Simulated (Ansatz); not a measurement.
# Resistivity from frozen vibrations: Zr(0001) with 2 thermally displaced layers, 2x2

Aim: the resistivity of Zr at 800 K from frozen thermal displacements between perfect leads.

Program: Ansatz 0.2.0. Level of theory: Ansatz plane-wave DFT, PBE, PAW files; ballistic transport by layer matching (Landauer), zero bias; PAW set soft_1. Results are calculated unless marked as measured.

Most raw output is cut from this account.

### 1. Starting point

The cell holds 48 atoms: 48 Zr. Cell: a = 6.464 Å, b = 6.464 Å, c = 30.882 Å, α = 90.0°, β = 90.0°, γ = 120.0°. It derives from Zr. Regions: lead, 40 atoms (40 Zr); scattering region, 8 atoms (8 Zr). The structure is stacked along c, and the current runs across the ab planes.

### 2. With 2 displaced layers

Each atom of 2 layers is moved at random, by amounts drawn from a normal law 0.123 Å wide in each direction from the Debye model (291 K) at 800 K. The layers about the cell's end stay perfect and serve as the lead. Disorder leaves little or no symmetry, which makes such runs dear. Energies from -0.05 to 0.05 eV in steps of 0.05 eV are too few for the program's thermal sum, so it prints no conductance; for a metal the transmission near the Fermi level serves, at a fraction of the cost.

File input.yaml:

```yaml
crystal:
  lattice:
    - [6.464, 0.0, 0.0]
    - [-3.232, 5.5979882101, 0.0]
    - [0.0, 0.0, 30.882]
  atoms:
    - { symbol: Zr, position: [0.1666666667, 0.3333333333, 0.0416666667] }
    - { symbol: Zr, position: [0.1666666667, 0.8333333333, 0.0416666667] }
    - { symbol: Zr, position: [0.6666666667, 0.3333333333, 0.0416666667] }
    - { symbol: Zr, position: [0.6666666667, 0.8333333333, 0.0416666667] }
    - { symbol: Zr, position: [0.3333333333, 0.1666666667, 0.125] }
    - { symbol: Zr, position: [0.3333333333, 0.6666666667, 0.125] }
    - { symbol: Zr, position: [0.8333333333, 0.1666666667, 0.125] }
    - { symbol: Zr, position: [0.8333333333, 0.6666666667, 0.125] }
[... 36 atom lines left out ...]
    - { symbol: Zr, position: [0.3333333333, 0.1666666667, 0.9583333333] }
    - { symbol: Zr, position: [0.3333333333, 0.6666666667, 0.9583333333] }
    - { symbol: Zr, position: [0.8333333333, 0.1666666667, 0.9583333333] }
    - { symbol: Zr, position: [0.8333333333, 0.6666666667, 0.9583333333] }
kpoints:
  mp_grid: { grid: [4, 4, 1] }
hamiltonian:
  xc: pbe
  pseudopotentials: { kind: paw, azcp: { folder: soft_1 } }
scf:
  occupations: { method: fermi_dirac, width: 0.1 }
output:
  transmission: { leads: [[0, 8]], kmesh: [8, 8], e_range: [-0.05, 0.05], de: 0.05 }
  write_potential: true
  write_density: true
  volumetric_format: npy
  elf: true
```

Run with:

```
$ ansatz run input.yaml --threads 4 --pin off --max-ram 15360MiB --backend cpu --events-out ev --progress --plain --runs-dir out
```

Run time: 17 min. Hardware: 4 threads of Arm Neoverse V1, shared host; peak memory 7.3 GiB.

This step gave:

| Item | Value |
| --- | --- |
| free energy | -200825.1326 eV |
| energy at zero smearing | -200824.2480 eV |
| Fermi energy | 13.95 eV |
| cell area | 36.19 Å² |
| transmission per spin nearest the Fermi level | 1.767 |
| open channels per spin nearest the Fermi level | 2.625 |
| step of the lead's potential | 18.7 meV |

Per spin. Table of transmission, zone mean by energy, zero at the Fermi level:

| energy (eV) | transmission, zone mean |
| --- | --- |
| -0.0500 | 2.00 |
| 0.0000 | 1.77 |
| 0.0500 | 1.90 |

Per spin. Open channels, zone mean, lead against energy, zero at the Fermi level:

| energy (eV) | open channels, zone mean, lead |
| --- | --- |
| -0.0500 | 2.81 |
| 0.0000 | 2.62 |
| 0.0500 | 2.84 |

Transmission over k1 and k2. At 0.0000 eV from the Fermi level.

Values, 8 rows by 8 columns:
```
1.62 3.29 2.99 2.84 3.00 0.96 0.93 0.92
1.09 2.29 1.93 1.92 1.90 2.57 0.91 0.41
1.11 1.91 1.88 1.66 1.67 1.88 2.05 0.83
2.59 2.92 1.86 1.63 0.00 1.63 1.86 2.92
1.11 0.83 2.05 1.88 1.67 1.66 1.88 1.91
1.09 0.41 0.91 2.57 1.90 1.92 1.93 2.29
1.62 0.92 0.93 0.96 3.00 2.84 2.99 3.29
2.77 1.41 1.04 1.28 2.40 1.28 1.04 1.41
```
Columns: k1 (b1) from -0.5 to 0.375; rows upwards: k2 (b2) from -0.5 to 0.375.

Open channels over k1 and k2. At 0.0000 eV from the Fermi level.

Ten even steps from '0' (0.00) to '9' (4.00):
```
59999555
59555955
59555595
99550559
55955559
55595559
55559999
95559555
```
Columns: k1 (b1) from -0.5 to 0.375; rows upwards: k2 (b2) from -0.5 to 0.375.

Electrostatic potential energy in the ca plane at fractional y = 0.164, with atoms of Zr within 0.2 Å of it. With pseudopotentials it is smooth inside the atoms' cores, unlike the true potential.

Ten even steps from '0' (-45 eV) to '9' (16 eV), each cell a mean:
```
99864478999999997422589987889987446899999999
98520037999999985100279999999973002689999999
98400026999999984000279999999962000489999999
98510037999999996211489999999973001589999999
99753368999999998656799999999986335799999999
99987889998778999989999998899998878999887899
99999999997668999999999988889999999999876789
99999999998778999999999988889999999999876789
99876789998889999866789999999998767899988899
99731258999999998521379999999985213799999999
98510027999999997200048999999962001589999999
98400026999999997200048999999962000489999999
99631148999999998411369999999974113699999999
99875679999889999866789999999997657899988899
99999999998778999998999988899999989999877799
99999999997668999999999876689999999999866789
99988899998778999877899876689999888999877899
```
Columns run along c (16.0 Å, from fractional 0.24 to 0.76 of the cell; values clipped at the 3rd and 97th percentile), rows up along a (6.5 Å). Atoms in or near the plane, at fractional coordinates: Zr at (0.29, 0.33), Zr at (0.29, 0.83), Zr at (0.46, 0.33), Zr at (0.46, 0.87), Zr at (0.62, 0.33), Zr at (0.62, 0.83).

ELF in the ca plane at fractional y = 0.164, with atoms of Zr within 0.2 Å of it. It is the smooth field of the valence electrons, not physical close to the nuclei.

Ten even steps from '0' (0.14) to '9' (0.76), each cell a mean:
```
21158730221011202899511011102203785012110122
41598982255556416967931321245228989514655563
52792594278888527946942676787249529725888873
41697893256566514999712676676239879614666663
30168840132112310365202322223104886112211222
12112101200210121000022100001210120121012102
13321124201441024211343001100342112331034202
13310023201330023100122001100332001331023102
11024310210100120134201100001211341012001012
31389961243223411699830343233116998213422342
41695794268777623964971477664149759615877773
51793694278878624964971477764149639725887873
31389971244334421799830455443017998314533442
21035510110110220145201211012101553012111012
13210013201320133100132001101321001231023102
14421134201441034100242024300342112431034202
12100002200220010122111024411210000121012002
```
Columns run along c (16.0 Å, from fractional 0.24 to 0.76 of the cell), rows up along a (6.5 Å). Atoms in or near the plane, at fractional coordinates: Zr at (0.29, 0.33), Zr at (0.29, 0.83), Zr at (0.46, 0.33), Zr at (0.46, 0.87), Zr at (0.62, 0.33), Zr at (0.62, 0.83).

Valence density in the ca plane at fractional y = 0.164, with atoms of Zr within 0.2 Å of it. It is the smooth field of the valence electrons, not physical close to the nuclei.

Ten even steps from '0' (0.1 e/Å³) to '9' (4.1 e/Å³), each cell a mean:
```
00013210000000001355200000000001231000000000
00169840000000002799510000000004896100000000
00389961000000002899510000000016998300000000
00269941000000001576300000000014996200000000
00024410000000000121000000000001442000000000
00000000000000000000000000000000000000000000
00000000000110000000000000000000000000011000
00000000000110000000000000000000000000001000
00001100000000000011000000000000110000000000
00136520000000000256410000000002563100000000
00279951000000001599820000000015997200000000
00289961000000001699820000000016998200000000
00147630000000000367410000000003674100000000
00012100000000000011100000000000121000000000
00000000000110000000000000000000000000001000
00000000000110000000000001100000000000011000
00000000000000000010000011100000000000000000
```
Columns run along c (16.0 Å, from fractional 0.24 to 0.76 of the cell), rows up along a (6.5 Å). Atoms in or near the plane, at fractional coordinates: Zr at (0.29, 0.33), Zr at (0.29, 0.83), Zr at (0.46, 0.33), Zr at (0.46, 0.87), Zr at (0.62, 0.33), Zr at (0.62, 0.83).

Over the solved energies the transmission per spin lies between 1.77 and 2.00, out of 2.76 channels of the lead on average (up to 2.84).

### 3. With 6 displaced layers

Each atom of 6 layers is moved at random, by amounts drawn from a normal law 0.123 Å wide in each direction from the Debye model (291 K) at 800 K. A fresh draw is used; the growth of the resistance with length is what counts.

System of this step: Zr(0001) with 6 thermally displaced layers, 2x2. The cell holds 64 atoms: 64 Zr. Cell: a = 6.464 Å, b = 6.464 Å, c = 41.176 Å, α = 90.0°, β = 90.0°, γ = 120.0°. It derives from Zr. Regions: lead, 40 atoms (40 Zr); scattering region, 24 atoms (24 Zr). The structure is stacked along c, and the current runs across the ab planes.

File input.yaml:

```yaml
crystal:
  lattice:
    - [6.464, 0.0, 0.0]
    - [-3.232, 5.5979882101, 0.0]
    - [0.0, 0.0, 41.176]
  atoms:
    - { symbol: Zr, position: [0.1666666667, 0.3333333333, 0.03125] }
    - { symbol: Zr, position: [0.1666666667, 0.8333333333, 0.03125] }
    - { symbol: Zr, position: [0.6666666667, 0.3333333333, 0.03125] }
    - { symbol: Zr, position: [0.6666666667, 0.8333333333, 0.03125] }
    - { symbol: Zr, position: [0.3333333333, 0.1666666667, 0.09375] }
    - { symbol: Zr, position: [0.3333333333, 0.6666666667, 0.09375] }
    - { symbol: Zr, position: [0.8333333333, 0.1666666667, 0.09375] }
    - { symbol: Zr, position: [0.8333333333, 0.6666666667, 0.09375] }
[... 52 atom lines left out ...]
    - { symbol: Zr, position: [0.3333333333, 0.1666666667, 0.96875] }
    - { symbol: Zr, position: [0.3333333333, 0.6666666667, 0.96875] }
    - { symbol: Zr, position: [0.8333333333, 0.1666666667, 0.96875] }
    - { symbol: Zr, position: [0.8333333333, 0.6666666667, 0.96875] }
kpoints:
  mp_grid: { grid: [4, 4, 1] }
hamiltonian:
  xc: pbe
  pseudopotentials: { kind: paw, azcp: { folder: soft_1 } }
scf:
  occupations: { method: fermi_dirac, width: 0.1 }
output:
  transmission: { leads: [[0, 8]], kmesh: [8, 8], e_range: [-0.05, 0.05], de: 0.05 }
  write_potential: true
  write_density: true
  volumetric_format: npy
```

The job ended after 24 min (4 threads; peak memory 12 GiB; 90 min of CPU time).

This step gave:

| Property | Result |
| --- | --- |
| free energy | -267765.1836 eV |
| energy at zero smearing | -267764.0042 eV |
| Fermi energy | 13.92 eV |
| transmission per spin nearest the Fermi level | 1.200 |
| step of the lead's potential | 13.3 meV |

Per spin. Table of transmission, zone mean by energy, zero at the Fermi level:

| energy (eV) | transmission, zone mean |
| --- | --- |
| -0.0500 | 1.31 |
| 0.0000 | 1.20 |
| 0.0500 | 1.22 |

Over the solved energies the transmission per spin lies between 1.20 and 1.31, out of 2.76 channels of the lead on average (up to 2.84).

### 4. With 10 displaced layers

Each atom of 10 layers is moved at random, by amounts drawn from a normal law 0.123 Å wide in each direction from the Debye model (291 K) at 800 K. A fresh draw is used; the growth of the resistance with length is what counts.

System of this step: Zr(0001) with 10 thermally displaced layers, 2x2. The cell holds 80 atoms: 80 Zr. Cell: a = 6.464 Å, b = 6.464 Å, c = 51.470 Å, α = 90.0°, β = 90.0°, γ = 120.0°. It derives from Zr. Regions: lead, 40 atoms (40 Zr); scattering region, 40 atoms (40 Zr). The structure is stacked along c, and the current runs across the ab planes.

File input.yaml:

```yaml
crystal:
  lattice:
    - [6.464, 0.0, 0.0]
    - [-3.232, 5.5979882101, 0.0]
    - [0.0, 0.0, 51.47]
  atoms:
    - { symbol: Zr, position: [0.1666666667, 0.3333333333, 0.025] }
    - { symbol: Zr, position: [0.1666666667, 0.8333333333, 0.025] }
    - { symbol: Zr, position: [0.6666666667, 0.3333333333, 0.025] }
    - { symbol: Zr, position: [0.6666666667, 0.8333333333, 0.025] }
    - { symbol: Zr, position: [0.3333333333, 0.1666666667, 0.075] }
    - { symbol: Zr, position: [0.3333333333, 0.6666666667, 0.075] }
    - { symbol: Zr, position: [0.8333333333, 0.1666666667, 0.075] }
    - { symbol: Zr, position: [0.8333333333, 0.6666666667, 0.075] }
[... 68 atom lines left out ...]
    - { symbol: Zr, position: [0.3333333333, 0.1666666667, 0.975] }
    - { symbol: Zr, position: [0.3333333333, 0.6666666667, 0.975] }
    - { symbol: Zr, position: [0.8333333333, 0.1666666667, 0.975] }
    - { symbol: Zr, position: [0.8333333333, 0.6666666667, 0.975] }
kpoints:
  mp_grid: { grid: [4, 4, 1] }
hamiltonian:
  xc: pbe
  pseudopotentials: { kind: paw, azcp: { folder: soft_1 } }
scf:
  occupations: { method: fermi_dirac, width: 0.1 }
output:
  transmission: { leads: [[0, 8]], kmesh: [8, 8], e_range: [-0.05, 0.05], de: 0.05 }
  write_potential: true
  write_density: true
  volumetric_format: npy
```

It took 31 min on 4 threads; peak memory 8.7 GiB.

Numbers from this step:

```
free energy                                   : -334704.9810 eV
energy at zero smearing                       : -334703.5014 eV
Fermi energy                                  : 13.91 eV
transmission per spin nearest the Fermi level : 1.001
step of the lead's potential                  : 20.8 meV
```

Per spin. Table of transmission, zone mean by energy, zero at the Fermi level:

| energy (eV) | transmission, zone mean |
| --- | --- |
| -0.0500 | 0.937 |
| 0.0000 | 1.00 |
| 0.0500 | 0.947 |

Over the solved energies the transmission per spin lies between 0.937 and 1.00, out of 2.75 channels of the lead on average (up to 2.84).

### 5. The fit

This step: Ansatz plane-wave DFT, PBE, PAW files; ballistic transport by layer matching (Landauer), zero bias; resistivity from the slope of the area resistance; PAW set soft_1 (Ansatz 0.2.0).

This step gave:

- resistivity: 115.5 µΩ cm
- intercept: 0.2185 fΩ m²
- scatter about the fit: 0.04618 fΩ m²

Resistance, by row:

| run | length (Å) | T | channels N | RA (fΩ m²) |
| --- | --- | --- | --- | --- |
| n2 | 5.147 | 1.889 | 2.76 | 0.7803 |
| n6 | 15.44 | 1.242 | 2.76 | 2.067 |
| n10 | 25.73 | 0.9616 | 2.75 | 3.158 |

The area resistance by length of the displaced region:

| length of the displaced region (Å) | area resistance (fΩ m²) |
| --- | --- |
| 5.15 | 0.780 |
| 15.44 | 2.07 |
| 25.73 | 3.16 |

The area resistance goes from 0.78 to 3.2 fΩ m² between 5.1 and 25.7 Å, a slope of 116 µΩ cm.

By hand from the end points: (3.158 − 0.7803) fΩ m² / (25.73 − 5.15) Å = 116 µΩ cm, since 1 fΩ m² per Å is 1000 µΩ cm.

### 6. What came out

| Item | Value |
| --- | --- |
| resistivity from the slope | 116 µΩ cm |
| area resistance over 5.15 Å | 0.780 fΩ m² |
| area resistance over 15.4 Å | 2.07 fΩ m² |
| area resistance over 25.7 Å | 3.16 fΩ m² |

What this shows: The slope gives 116 µΩ cm. The points scatter by 0.046 fΩ m² about the line, with one random draw a length in a 2x2 cell, so the slope is a rough value. The mean square of the displacements drawn is 0.73, 0.99 and 0.93 of the nominal one at the three lengths; with each resistance scaled back by that, the slope is 114 µΩ cm, the value used below. Read with a model of isotropic scattering on a spherical Fermi surface and the lead's 0.59×10¹⁵ S/m², this slope means a mean free path near 11 Å; over these lengths the model's slope is within 3 % of its bulk resistivity. Uncorrelated displacements put too much weight on short waves, which scatter strongly; with the sideways repeat of a small cell, one draw and three short lengths, the method is good to a factor of two or three.

[Logs are printed without paths, hosts, clocks, repeated set-up lines and the standing remarks that a program may print on its own settings, such as how far it seeks lower states.]

[Hosts, paths, dates, database ids (printed as entryN), source tags and the programs' standing remarks are cut or masked in the printed files.]
